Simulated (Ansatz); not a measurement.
# SrZnC2Se6: complex band structure, part 3 of 3

Aim: relax a made-up compound, SrZnC2Se6, and see how good a tunnel barrier it would be. It is built by putting Se for O, Sr for Ca in the CaZnC2O6 structure of space group R-3, with the volume rescaled by atomic radii. The parent structure comes from the Materials Project.

Ansatz 0.2.0; r2SCAN DFT, plane waves, PAW files (the session's first sound run).

So far, gap on path (eV): step 3 (band edges) 0.691.

The structure was built from a prototype and need not be the compound's stable phase.

### Step 6. Complex bands, plane (101), k-mesh 4×4×4

Level of this step: r2SCAN DFT, plane waves, PAW files; complex bands by layer matching along the plane's normal (Ansatz).

The same for the (101) plane, at (0, 0) and (-0.5, 0), to see how the decay depends on direction.

The input, input.yaml:

```yaml
crystal:
  lattice:
    - [7.988238458, 0.0, 0.0]
    - [2.521132245, 5.824319988, 0.0]
    - [2.521132245, 2.366507642, 5.321874191]
  atoms:
    - { symbol: Sr, position: [0.0, 0.0, 0.0] }
    - { symbol: Zn, position: [0.5, 0.5, 0.5] }
    - { symbol: C, position: [0.280268548, 0.239910484, 0.239910484] }
    - { symbol: C, position: [0.719731452, 0.760089516, 0.760089516] }
    - { symbol: Se, position: [0.2729673534, 0.9307325584, 0.5106634625] }
    - { symbol: Se, position: [0.2729673534, 0.2856366257, 0.9307325584] }
    - { symbol: Se, position: [0.2729673534, 0.5106634625, 0.2856366257] }
    - { symbol: Se, position: [0.7270326466, 0.0692674416, 0.4893365375] }
    - { symbol: Se, position: [0.7270326466, 0.7143633743, 0.0692674416] }
    - { symbol: Se, position: [0.7270326466, 0.4893365375, 0.7143633743] }
kpoints:
  mp_grid: { grid: [4, 4, 4] }
scf:
  occupations: { method: fixed }
hamiltonian:
  xc: r2scan
output:
  eigenvalues: true
  transmission:
    leads: [[0, 0]]
    kpoints: [[0.0, 0.0], [-0.5, 0.0]]
    e_range: [-1.0, 1.69]
    de: 0.07
```

Command:

```console
ansatz run input.yaml --threads 2 --pin off --max-ram 4096MiB --backend cpu --events-out ev --progress --plain --runs-dir out
```

Numbers of over 12 decimals in the logs are rounded to 6 here.

Log:

```text
[...]
Crystal: 10 atoms, lattice volume = 247.606 Å³
Basis set: ecut = 500 eV, 6325 PW (Γ), exchange–correlation on 240×192×192 points (64 copies of the dense FFT grid, shifted against one another)
Bands: 76, of which v1, the nominal top of the filled ones, is band 63 counted from 1 (62 counted from 0)
Symmetry: 6 space group operations
[...]
k-points: 14 of 64
[...]
SCF iter   1: F=—  HF=-40254.289366 eV  |F-HF|=—  |Δ(HF+E_count)|=         —  Δρ=9.12e-3  dr2=1.93e-1  dr2_τ=1.48e-1  ethr=1.77e-3  ⟨swp⟩=5.1  Hψ=3637  notcnv=0  defer=129
[...]
SCF iter   9: F=-40254.332239 eV  HF=-40254.332239 eV  |F-HF|=2.47e-10  |Δ(HF+E_count)|=   1.89e-8  Δρ=2.18e-6  dr2=1.60e-8  dr2_τ=8.44e-10  ethr=7.94e-11  ⟨swp⟩=3.1  Hψ=2360  notcnv=0
SCF 1 converged in 9 iterations: F = -40254.332239 eV  dr2 = 1.60e-8
[...]
transmission: 10 of 20 steps passed
transmission: 20 of 20 steps passed
SCF converged after 9 iterations
Free energy (F): -40254.332239 eV
[...]
Internal energy: -40254.332239 eV  (E = F + TS)
E sigma→0 (E₀):  -40254.332239 eV
Fermi energy:    5.703426 eV
[...]
--- Band table (eV; the first three rows and the last of 14) ---
  k-point 0: bands = [... 59 lower, 4.9537, 4.9537, 5.5970, 5.5970, 6.5783, 7.7298, 8.7685, 9.5912, ... 9 higher]
  k-point 1: bands = [... 59 lower, 4.8204, 5.1180, 5.3181, 5.3300, 7.0377, 7.7897, 9.1428, 9.5364, ... 9 higher]
  k-point 2: bands = [... 59 lower, 4.7946, 5.2109, 5.2325, 5.7034, 7.4318, 7.8485, 9.0205, 9.3786, ... 9 higher]
  k-point 13: bands = [... 59 lower, 5.2164, 5.2164, 5.2764, 5.2764, 6.4002, 6.9544, 9.4359, 9.4369, ... 9 higher]
--- Transmission ---
  basis      : 485 plane waves across, 10 finite elements along
  points     : 2, as listed
[...]
crystal 0  : Sr1Se6C2Zn1, at the sites [0, 0], period 5.3219 Å: whole cells are its period
[...]
channels       : 0.000000e0 a spin
[...]
slowest decay  : 0.1600 /Å at (0.0000, 0.0000)
```

It took 5 min on 2 threads of Arm Neoverse V2, shared host; peak memory 2.4 GiB.

This step gave:

```
free energy                                               : -40254.3322 eV
gap on the k-mesh                                         : 0.6968 eV
level to which the leads are filled                       : 0.3484 eV from the Fermi level
decay constant at the filling level, zone centre          : 0.1600 Å⁻¹
decay constant at the filling level, slowest listed point : 0.16 Å⁻¹
```

K parallel (0, 0); values up to 1.5 1/Å, a degenerate pair printed once or twice; energies at which all values exceed this have no row. Im kz of the slowest decaying states against energy, zero at the highest filled level on the SCF mesh:

```csv
energy (eV),decay 1 (Å⁻¹),decay 2 (Å⁻¹),decay 3 (Å⁻¹),decay 4 (Å⁻¹)
-1.00,0.0652,0.122,0.150,0.165
-0.86,0.109,0.188,0.219,0.395
-0.72,0.0618,0.0843,0.229,0.234
-0.58,0.173,0.203,0.296,0.409
-0.44,0.140,0.210,0.338,0.432
-0.30,0.184,0.232,0.289,0.356
-0.23,0.209,0.240,0.316,0.363
-0.09,0.0386,0.0540,0.252,0.256
-0.02,0.0854,0.117,0.257,0.277
0.05,0.0838,0.111,0.149,0.262
0.19,0.143,0.153,0.185,0.269
0.33,0.160,0.189,0.201,0.276
0.47,0.164,0.208,0.214,0.283
0.61,0.150,0.214,0.233,0.288
0.75,0.114,0.220,0.248,0.292
0.89,0.225,0.260,0.296,0.399
0.96,0.227,0.265,0.297,0.397
1.10,0.230,0.274,0.298,0.392
1.24,0.232,0.282,0.298,0.385
1.38,0.233,0.289,0.297,0.374
1.52,0.233,0.294,0.297,0.360
1.66,0.233,0.288,0.305,0.341
```

K parallel (0, 0). Table of Re kz of states that move upwards by energy, zero at the highest filled level on the SCF mesh:

```csv
energy (eV),channel 1 (Å⁻¹),channel 2 (Å⁻¹),channel 3 (Å⁻¹)
-1.00,-,-,-
-0.93,-,-,-
-0.86,-0.450,-0.200,0.337
-0.79,-0.108,-,-
-0.72,0.0682,-,-
-0.65,-0.365,0.133,0.390
-0.58,-0.291,0.182,0.469
-0.51,0.544,-,-
-0.44,-0.391,-0.218,0.260
-0.37,-0.289,-0.182,0.300
-0.30,-0.224,-0.149,0.341
-0.23,-0.166,-0.114,0.381
-0.16,-0.103,-0.0721,0.422
-0.09,0.469,-,-
-0.02,0.535,-,-
0.05,-,-,-
0.12,-,-,-
0.19,-,-,-
0.26,-,-,-
0.40,-,-,-
0.47,-,-,-
0.54,-,-,-
0.61,-,-,-
0.68,-,-,-
0.75,-,-,-
0.82,-,-,-
0.89,0.0430,-,-
0.96,0.106,-,-
1.03,0.148,-,-
1.10,0.184,-,-
1.17,0.218,-,-
1.24,0.251,-,-
1.31,0.284,-,-
1.38,0.317,-,-
1.45,0.352,-,-
1.52,0.389,-,-
1.59,0.431,-,-
1.66,0.481,-,-
```

K parallel (-0.5, 0); values up to 1.5 1/Å, a degenerate pair printed once or twice; energies at which all values exceed this have no row. Table of Im kz of the slowest decaying states by energy, zero at the highest filled level on the SCF mesh:

```csv
energy (eV),decay 1 (Å⁻¹),decay 2 (Å⁻¹),decay 3 (Å⁻¹),decay 4 (Å⁻¹)
-1.00,0.0817,0.174,0.239,0.349
-0.86,0.177,0.251,0.335,0.774
-0.79,0.0149,0.178,0.283,0.321
-0.65,0.0929,0.160,0.193,0.241
-0.58,0.116,0.118,0.243,0.306
-0.44,0.0244,0.0836,0.147,0.268
-0.37,0.0973,0.143,0.266,0.271
-0.23,0.0942,0.140,0.187,0.208
-0.16,0.0300,0.154,0.200,0.283
-0.02,0.154,0.177,0.217,0.261
0.05,0.179,0.187,0.224,0.254
0.19,0.204,0.217,0.252,0.421
0.26,0.200,0.232,0.258,0.437
0.40,0.171,0.210,0.259,0.266
0.47,0.151,0.215,0.268,0.272
0.61,0.0969,0.221,0.249,0.291
0.68,0.0433,0.220,0.244,0.300
0.82,0.204,0.242,0.313,0.336
0.89,0.191,0.244,0.318,0.319
1.03,0.157,0.247,0.309,0.327
1.10,0.132,0.249,0.307,0.331
1.24,0.0370,0.251,0.304,0.337
1.31,0.252,0.303,0.340,0.367
1.45,0.253,0.300,0.344,0.363
1.52,0.253,0.298,0.346,0.360
1.66,0.253,0.294,0.349,0.354
```

K parallel (-0.5, 0). Table of Re kz of states that move upwards by energy, zero at the highest filled level on the SCF mesh:

```csv
energy (eV),channel 1 (Å⁻¹),channel 2 (Å⁻¹),channel 3 (Å⁻¹),channel 4 (Å⁻¹),channel 5 (Å⁻¹)
-1.00,-0.134,-0.0784,-,-,-
-0.79,-0.0652,-0.00354,0.0365,-,-
-0.65,-0.131,-0.00383,0.536,-,-
-0.44,-0.551,0.0559,0.383,-,-
-0.23,0.515,-,-,-,-
-0.02,-,-,-,-,-
0.12,-,-,-,-,-
0.33,-,-,-,-,-
0.54,-,-,-,-,-
0.68,-,-,-,-,-
0.89,0.267,-,-,-,-
1.10,0.352,-,-,-,-
1.31,0.200,0.429,-,-,-
1.45,0.283,0.483,-,-,-
1.66,0.383,0.578,-,-,-
```

At the listed wavevectors the last open channel is at -0.02 eV and the next at +0.75 eV on the grid. At +0.33 eV, the grid energy nearest the filling level (the middle of the gap on the SCF mesh), the slowest state at the listed wavevectors decays with κ = 0.16 Å⁻¹, its amplitude falling by e over 6.2 Å; the first such run, plane (001), gave 0.296 Å⁻¹.

### Step 7. Outcome

| Quantity | Value |
| --- | --- |
| band gap | 0.691 eV |
| least decay constant at mid-gap, normal to (001) | 0.296 Å⁻¹ |
| least decay constant at mid-gap, normal to (101) | 0.16 Å⁻¹ |
| least decay constant on a mesh, normal to (001) | 0.296 Å⁻¹ |

What this shows: With r2SCAN, the slowest decay at the wavevectors tried is κ = 0.16 Å⁻¹, normal to (101). Through such a film the transmission near mid-gap falls as exp(−2κd), a factor of ten every 7.2 Å. The decay depends on direction: 1.9 times faster normal to (001). A free electron under a barrier of half the gap would need a mass of 0.28 mₑ to decay at this rate. The compound is made up by substitution; its stability against other phases and against distortions of the cell's symmetry was not tested. r2SCAN still narrows gaps, if less than LDA and GGA do, so real decay constants are likely larger.

[Logs are printed without paths, hosts, clocks, repeated set-up lines and the standing remarks that a program may print on its own settings, such as how far it seeks lower states.]

[Hosts, paths, dates, database ids (printed as entryN), source tags and the programs' standing remarks are cut or masked in the printed files.]
